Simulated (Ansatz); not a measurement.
# A convergence test on ZnPS3 (C2/m): k mesh of the hybrid

Wanted: the cheapest k mesh of the hybrid that holds the HSE06 gap of ZnPS3 (C2/m).

Program: Ansatz 0.2.0. Level of theory: DFT, HSE06, plane waves, PAW. Values are calculated unless marked as measured.

## Step 1: The starting structure

The structure is monoclinic, space group C2/m (No. 12). Conventional cell: a = 5.848 Å, b = 10.138 Å, c = 6.591 Å, α = 90.00°, β = 107.03°, γ = 90.00°. Zn has 6 S at 2.50 to 2.51 Å nearest. Nearest to P lie 3 S at 2.03 Å and 1 P at 2.19 Å. Nearest to S lie 1 P at 2.03 Å and 2 Zn at 2.50 Å. Nearest to S lie 1 P at 2.03 Å and 2 Zn at 2.51 Å. Farther neighbours, and contacts between anions beyond the nearest, are not listed.

The structure was relaxed with LDA. The runs that relaxed it are not among those shown. The default PAW set here is soft_2. Its files were made with PBE.

## Step 2: k mesh of the hybrid: 2×2×2

File input.yaml:

```yaml
crystal:
  lattice:
    - [2.9240690911, -5.068857761, 0.0003371582]
    - [2.9240690911, 5.068857761, 0.0003371582]
    - [-1.9310533625, 0.0, 6.3013118549]
  atoms:
    - { symbol: Zn, position: [0.6674069794, 0.3325930206, 0.0] }
    - { symbol: Zn, position: [0.3325930206, 0.6674069794, 0.0] }
    - { symbol: P, position: [0.9420055719, 0.9420055719, 0.8265363257] }
    - { symbol: P, position: [0.0579944281, 0.0579944281, 0.1734636743] }
    - { symbol: S, position: [0.5801601651, 0.9164309796, 0.7487702062] }
    - { symbol: S, position: [0.0835690204, 0.4198398349, 0.2512297938] }
    - { symbol: S, position: [0.7466137585, 0.7466137585, 0.2506205515] }
    - { symbol: S, position: [0.2533862415, 0.2533862415, 0.7493794485] }
    - { symbol: S, position: [0.4198398349, 0.0835690204, 0.2512297938] }
    - { symbol: S, position: [0.9164309796, 0.5801601651, 0.7487702062] }
kpoints:
  mp_grid: { grid: [2, 2, 2] }
  band_path:
    path:
      - [0.0, 0.0, 0.0]
      - [-0.5, 0.5, 0.0]
      - [-0.5, 0.5, 0.5]
      - [0.0, 0.0, 0.5]
      - [-0.5, 0.0, 0.5]
      - [-0.5, 0.0, 0.0]
      - [0.3333333333, 0.3333333333, -0.5]
      - [0.3333333333, 0.3333333333, 0.25]
    npoints: 1
hamiltonian:
  xc: hse06
scf:
  occupations: { method: fixed }
  n_extra_bands: 7
output:
  eigenvalues: true
```

The run is started by

```bash
$ ansatz run input.yaml --threads 4 --pin off --max-ram 18432MiB --backend cpu --events-out ev --progress --plain --runs-dir out
```

The program printed:

```text
scf.n_extra_bands = 7 over 35 filled bands (N_el = 70.0): the run solves 42 bands
exact exchange: scf.exx.singularity resolves to wigner_seitz, which cuts the screened interaction at the faces of the exchange supercell's Wigner-Seitz cell, so that each pair interacts once, at the shortest of its separations (the periodic images that this leaves out come, for a point-like exchange hole, to about 0.001 eV on a filled level). The cut falls within the interaction's reach, and what an exchange supercel [...]
Engine: ansatz 0.2.0, aarch64-unknown-linux-gnu
Pseudopotentials: kind: paw
Pseudopotential: Zn, paw, valence charge 12, recommended cutoff 420 eV (normal), Zn.paw.azcp
Pseudopotential: P, paw, valence charge 5, recommended cutoff 420 eV (normal), P.paw.azcp
Pseudopotential: S, paw, valence charge 6, recommended cutoff 420 eV (normal), S.paw.azcp
Functional definition: HSE06
  parameter a = 0.25
  parameter omega = 0.11/bohr
  exchange = pbe_x - a*pbe_x_sr(omega) + a*exact_x_sr(omega)
  correlation = pbe_c
davidson cushion auto → on  (no smearing: the cushion is to keep the highest requested band from converging to the state above it; pin scf.eigensolver.cushion to override)
Crystal: 10 atoms, lattice volume = 186.799 Å³
Basis set: ecut = 420 eV, 3641 PW (Γ)
Bands: 42, of which v1, the nominal top of the filled ones, is band 35 counted from 1 (34 counted from 0)
Symmetry: 4 space group operations
Space group: C2/m (ITA 12), of the structure as read, at distance tolerance 5.7e-5 Å
k-points: 6 of 8
Non-local potential: Zn, projectors of the file, l = 0: 2, l = 1: 2, l = 2: 3, l = 3: 1
Non-local potential: P, projectors of the file, l = 0: 2, l = 1: 2, l = 2: 2
Non-local potential: S, projectors of the file, l = 0: 2, l = 1: 2, l = 2: 2
PAW form: soft (Blöchl's): semilocal exchange-correlation on the pseudo side does not see the compensation charge
PAW frozen core: Zn, regenerated for the run's functional, and the local potential with it (the file was generated under x = pbe(κ = 0.804, μ = 0.219515), c = pbe(β = 0.066725))
PAW frozen core: P, regenerated for the run's functional, and the local potential with it (the file was generated under x = pbe(κ = 0.804, μ = 0.219515), c = pbe(β = 0.066725))
PAW frozen core: S, regenerated for the run's functional, and the local potential with it (the file was generated under x = pbe(κ = 0.804, μ = 0.219515), c = pbe(β = 0.066725))
PAW one-centre angular grid: Zn, 590 points (default); XC on 64 Gauss nodes
PAW one-centre angular grid: P, 110 points (default); XC on 64 Gauss nodes
PAW one-centre angular grid: S, 110 points (default); XC on 64 Gauss nodes
Initial density: superposition of atomic densities (neutral atoms: chi_scale 0, normalization atom), corrected by the library's trained network
Initial wavefunctions: pseudopotential atomic-orbital guess
Functional: x = pbe(κ = 0.804, μ = 0.219515), c = pbe(β = 0.066725), warm-up for x = pbe(κ = 0.804, μ = 0.219515) + 0.25 (exact − pbe) at short range (hse, ω = 0.207870 Å⁻¹), c = pbe(β = 0.066725); HSE06 as pw.x's `hse` composes it (authors' and Libxc's form: `xc: wpbeh`)
SCF iter   1: F=—  HF=-13565.367947 eV  |F-HF|=—  |Δ(HF+E_count)|=         —  Δρ=2.55e-3  dr2=1.83e-2  ethr=1.77e-3  ⟨swp⟩=8.5  Hψ=1302  notcnv=0
preconditioner: auto → none  [insulator: Δε(μ)=2.356 eV  Ē_g=9.679 eV  n_scr=38 (ndim 8)  ℏωp=22.7 eV  f_vac=0.015]
SCF iter   2: F=—  HF=-13565.369304 eV  |F-HF|=—  |Δ(HF+E_count)|=   1.36e-3  Δρ=1.83e-3  dr2=1.59e-2  ethr=2.61e-5  ⟨swp⟩=4.7  Hψ=885  notcnv=0  defer=1
iter 3 solved again at ethr=1.07e-6 eV; its pass at ethr=2.27e-5 eV (dr2=7.49e-4 eV) is discarded
SCF iter   3: F=—  HF=-13565.365809 eV  |F-HF|=—  |Δ(HF+E_count)|=   3.49e-3  Δρ=8.25e-4  dr2=7.25e-4  ethr=1.07e-6  ⟨swp⟩=3.2  Hψ=1253  notcnv=0  defer=1
SCF iter   4: F=-13565.366230 eV  HF=-13565.366378 eV  |F-HF|=1.48e-4  |Δ(HF+E_count)|=   5.69e-4  Δρ=3.21e-4  dr2=1.29e-4  ethr=1.04e-6  ⟨swp⟩=3.0  Hψ=750  notcnv=0
[...]
Frozen-core exchange: fock
SCF iter   1: F=—  HF=-13569.971782 eV  |F-HF|=—  |Δ(HF+E_count)|=         —  Δρ=1.46e-2  dr2=2.38e-1  ethr=1.84e-6  ⟨swp⟩=7.7  Hψ=1537  notcnv=0
preconditioner: auto → none  [insulator: Δε(μ)=3.550 eV  Ē_g=11.811 eV  n_scr=38 (ndim 8)  ℏωp=22.7 eV  f_vac=0.015]
SCF iter   2: F=—  HF=-13569.908069 eV  |F-HF|=—  |Δ(HF+E_count)|=   6.37e-2  Δρ=2.82e-3  dr2=3.60e-2  ethr=1.84e-6  ⟨swp⟩=5.5  Hψ=1196  notcnv=0
SCF iter   3: F=—  HF=-13569.927190 eV  |F-HF|=—  |Δ(HF+E_count)|=   1.91e-2  Δρ=3.49e-3  dr2=1.16e-2  ethr=1.84e-6  ⟨swp⟩=5.0  Hψ=1073  notcnv=0
SCF iter   4: F=—  HF=-13569.925543 eV  |F-HF|=—  |Δ(HF+E_count)|=   1.65e-3  Δρ=1.55e-3  dr2=2.31e-3  ethr=1.84e-6  ⟨swp⟩=3.0  Hψ=710  notcnv=0
SCF iter   5: F=—  HF=-13569.928916 eV  |F-HF|=—  |Δ(HF+E_count)|=   3.37e-3  Δρ=7.27e-4  dr2=8.98e-4  ethr=1.84e-6  ⟨swp⟩=4.0  Hψ=728  notcnv=0
SCF iter   6: F=—  HF=-13569.928612 eV  |F-HF|=—  |Δ(HF+E_count)|=   3.04e-4  Δρ=1.19e-4  dr2=1.42e-4  ethr=1.23e-6  ⟨swp⟩=3.0  Hψ=737  notcnv=0
SCF iter   7: F=-13569.928581 eV  HF=-13569.928582 eV  |F-HF|=1.44e-6  |Δ(HF+E_count)|=   2.93e-5  Δρ=2.84e-5  dr2=5.74e-6  ethr=1.51e-7  ⟨swp⟩=3.0  Hψ=670  notcnv=0
SCF 2 stopped early in 7 iterations: F = -13569.928581 eV  dr2 = 5.74e-6
  greatest PAW one-centre occupation: 0.990 electrons in one spin orbital (limit 2), on the Zn atom at site 0 (counted from 0), in its partial waves of l = 2
hybrid outer 1: dexx = +4.450e-2 eV, tail = 9.74e-5 eV
Exchange kernel: α = 0.2500, screened, ω = 0.2079 Å⁻¹, Wigner–Seitz truncation, v(0) = 967.3001 eV·Å³, q-mesh 2×2×2, nearest image of the exchange supercell L = 11.70 Å, pair-density grid 25×25×27, without the augmentation charges, whose exchange is taken in its separable form by FFT convolution over the k-point mesh (sized by the pseudopotential files, 36×36×45 at the most), smooth part of the exact exchange by density-matrix convolution
Frozen-core exchange: fock
SCF iter   1: F=—  HF=-13569.927143 eV  |F-HF|=—  |Δ(HF+E_count)|=         —  Δρ=7.04e-5  dr2=6.90e-6  ethr=6.96e-7  ⟨swp⟩=3.0  Hψ=610  notcnv=0
preconditioner: auto → none  [insulator: Δε(μ)=3.560 eV  Ē_g=11.659 eV  n_scr=38 (ndim 8)  ℏωp=22.7 eV  f_vac=0.016]
iter 2 solved again at ethr=7.63e-10 eV; its pass at ethr=8.40e-9 eV (dr2=5.34e-7 eV) is discarded
SCF iter   2: F=—  HF=-13569.927142 eV  |F-HF|=—  |Δ(HF+E_count)|=   9.34e-7  Δρ=2.00e-5  dr2=8.96e-7  ethr=7.63e-10  ⟨swp⟩=2.2  Hψ=1370  notcnv=0
SCF iter   3: F=—  HF=-13569.927144 eV  |F-HF|=—  |Δ(HF+E_count)|=   2.75e-6  Δρ=1.71e-5  dr2=4.86e-7  ethr=7.63e-10  ⟨swp⟩=5.0  Hψ=865  notcnv=0
SCF iter   4: F=-13569.927144 eV  HF=-13569.927144 eV  |F-HF|=1.05e-8  |Δ(HF+E_count)|=   1.38e-7  Δρ=3.76e-6  dr2=3.21e-8  ethr=6.65e-10  ⟨swp⟩=3.0  Hψ=580  notcnv=0
SCF 3 converged in 4 iterations: F = -13569.927144 eV  dr2 = 3.21e-8
[...]
hybrid outer 2: dexx = +2.996e-6 eV, tail = 1.04e-7 eV, Δε = 2.99e-3 eV (about 1.16e-4 eV left of the loop's levels)
NSCF: frozen V_eff on 8 k-points
hybrid SCF converged: 2 outer / 11 inner (+4 warm-up), last move |dexx| = 3.00e-6 eV, tail = 1.04e-7 eV
Stability not checked: this state was not tested for a lower state beside it, because the functional holds exact exchange (a hybrid, or Hartree-Fock), whose exchange loop this test does not read (fock_operator; see scf.lower_state_search)
Free energy (F): -13569.927144 eV
Frozen-core exchange: fock
Harris-Foulkes:  -13569.927144 eV  (|F-HF|=1.05e-8)
Internal energy: -13569.927144 eV  (E = F + TS)
E sigma→0 (E₀):  -13569.927144 eV
Fermi energy:    5.673470 eV
--- Per-component energies (eV) ---
  E_band       = -79.120749
  E_kinetic    = 1053.702433
  E_local      = -5441.094367  (includes V_loc(G=0)·N_el)
  E_nonlocal   = 1479.078276
  E_hartree    = 2279.482838
  E_xc         = -788.018354
  E_vxc        = -606.688157  (∫ρ·V_xc dr)
  E_exx        = -168.766379  (= α·E_x^exact, valence–valence)
  E_paw        = -8438.864022  (= ΣΔE_a)
  E_vpaw       = -785.552643  (= ΣTr[D̂ρ^β])
  E_aug_tail   = -0.000725  (compensation charges beyond the density's cutoff)
  E_ewald      = -3546.016783
  E_core_change = 0.569939  (= ΣΔE_core)
  E_smearing   = -0.000000  (= −TS)
  E_closure    = -0.000000  (closes the sum)
  Σ components = -13569.927144   (vs F -13569.927144, Δ=0.00e0)
--- Band table (eV; the first three rows and the last of 6) ---
  k-point 0: bands = [... 31 lower, 4.8333, 4.9107, 5.3243, 5.3694, 9.2334, 10.3284, 10.3517, 10.6044, ... 3 higher]
  k-point 1: bands = [... 31 lower, 4.7607, 4.8239, 5.3975, 5.4616, 9.6508, 10.2438, 10.5319, 10.6973, ... 3 higher]
  k-point 2: bands = [... 31 lower, 4.5456, 4.6318, 5.1137, 5.4903, 9.7374, 9.9363, 10.2135, 10.3785, ... 3 higher]
  k-point 5: bands = [... 31 lower, 3.9082, 4.7499, 5.2792, 5.3041, 9.7944, 9.9460, 10.3262, 10.4858, ... 3 higher]
```

Elapsed: 41 s, on 4 threads of Arm Neoverse V1, shared host; peak memory 1.5 GiB; 2.5 min of CPU time.

Numbers from this step:

```
gap                     : 3.385 eV
valence top at          : k = (0.333, 0.333, -0.500)
conduction bottom at    : Γ
least direct gap        : 3.421 eV
exact-exchange fraction : 0.25
```

The gap is indirect, with the least direct gap 0.04 eV higher.

## Step 3: k mesh of the hybrid: 4×4×4

input.yaml: that of step 2 with these lines changed.

```diff
@@ -17,3 +17,3 @@
 kpoints:
-  mp_grid: { grid: [2, 2, 2] }
+  mp_grid: { grid: [4, 4, 4] }
   band_path:
```

The program printed:

```text
[...]
Crystal: 10 atoms, lattice volume = 186.799 Å³
Basis set: ecut = 420 eV, 3641 PW (Γ)
Bands: 42, of which v1, the nominal top of the filled ones, is band 35 counted from 1 (34 counted from 0)
[... 1 set-up line as in the run before ...]
[...]
k-points: 24 of 64
[...]
SCF iter   1: F=—  HF=-13565.518603 eV  |F-HF|=—  |Δ(HF+E_count)|=         —  Δρ=1.89e-3  dr2=9.13e-3  ethr=1.77e-3  ⟨swp⟩=8.4  Hψ=5251  notcnv=0
[...]
Fermi energy:    5.674990 eV
[...]
--- Band table (eV; the first three rows and the last of 24) ---
  k-point 0: bands = [... 31 lower, 4.8340, 4.9124, 5.3250, 5.3696, 9.2152, 10.3074, 10.3503, 10.6082, ... 3 higher]
  k-point 1: bands = [... 31 lower, 4.8244, 4.8283, 5.3807, 5.3976, 9.4484, 10.3774, 10.6254, 10.6368, ... 3 higher]
  k-point 2: bands = [... 31 lower, 4.7615, 4.8245, 5.3969, 5.4622, 9.6326, 10.2425, 10.5162, 10.6950, ... 3 higher]
  k-point 23: bands = [... 31 lower, 3.9043, 4.7525, 5.2772, 5.3069, 9.7863, 9.9445, 10.3206, 10.4834, ... 3 higher]
[key lines of the parts left out:]
Free energy (F): -13570.055632 eV
```

Run time: 3.2 min. Hardware: 4 threads; peak memory 5.5 GiB.

This step gave:

| Property | Result |
| --- | --- |
| gap | 3.364 eV |
| valence top at | k = (0.333, 0.333, -0.500) |
| conduction bottom at | Γ |
| least direct gap | 3.425 eV |

The gap is 3.364 eV, −0.021 eV from the run before at this level.

## Step 4: The series

Differences are against the last row; a negative gap means that bands overlap, and a run with a band path holds that path's time. Times are wall times on 4 threads of Arm Neoverse V1, shared host, good to a factor of about two.

| k mesh of the hybrid | gap (eV) | direct gap (eV) | gap error (eV) | energy error (meV/atom) | irreducible k | time |
| --- | --- | --- | --- | --- | --- | --- |
| 2×2×2 | 3.385 | 3.421 | +0.021 | +12.8 | 6 | 41 s |
| 4×4×4 | 3.364 | 3.425 | +0.000 | +0.0 | 24 | 3.2 min |

## Step 5: What came out

```json
{
 "2×2×2": "3.385 eV",
 "4×4×4": "3.364 eV"
}
```

In words: The gap holds to 0.02 eV from 4×4×4 on, the last run itself, so the series does not show convergence. At 2×2×2 the gap is off by +0.021 eV and the energy by +13 meV/atom. The gap is read over the mesh and added points near the edges, so meshes differ mainly through the density and, for a hybrid, the exchange operator.

[Long decimals in the printed logs are rounded to 6 places.]

[Logs are printed without paths, hosts, clocks, repeated set-up lines and the standing remarks that a program may print on its own settings, such as how far it seeks lower states.]

[Paths, hosts, dates, memory and timing lines, banners, echoed tables and standing remarks are left out of the program output; an Ansatz launch command may be rebuilt from the run's recorded settings. Measured values are a selection of at most five: reports struck by readers or far from the other reports are left out. None is set beside runs whose start may be inverted or whose files or cutoffs have a known fault.]

[Runs of the session that timed out or met a known fault of the program may be left out.]

[Cells called generated may have been cut or substituted from an entry of the Crystallography Open Database or the Materials Project.]

[Hosts, paths, dates, database ids (printed as entryN), source tags and the programs' standing remarks are cut or masked in the printed files.]

[Where the starting crystal was built by hand or by swapping elements, it need not be the compound's stable phase.]
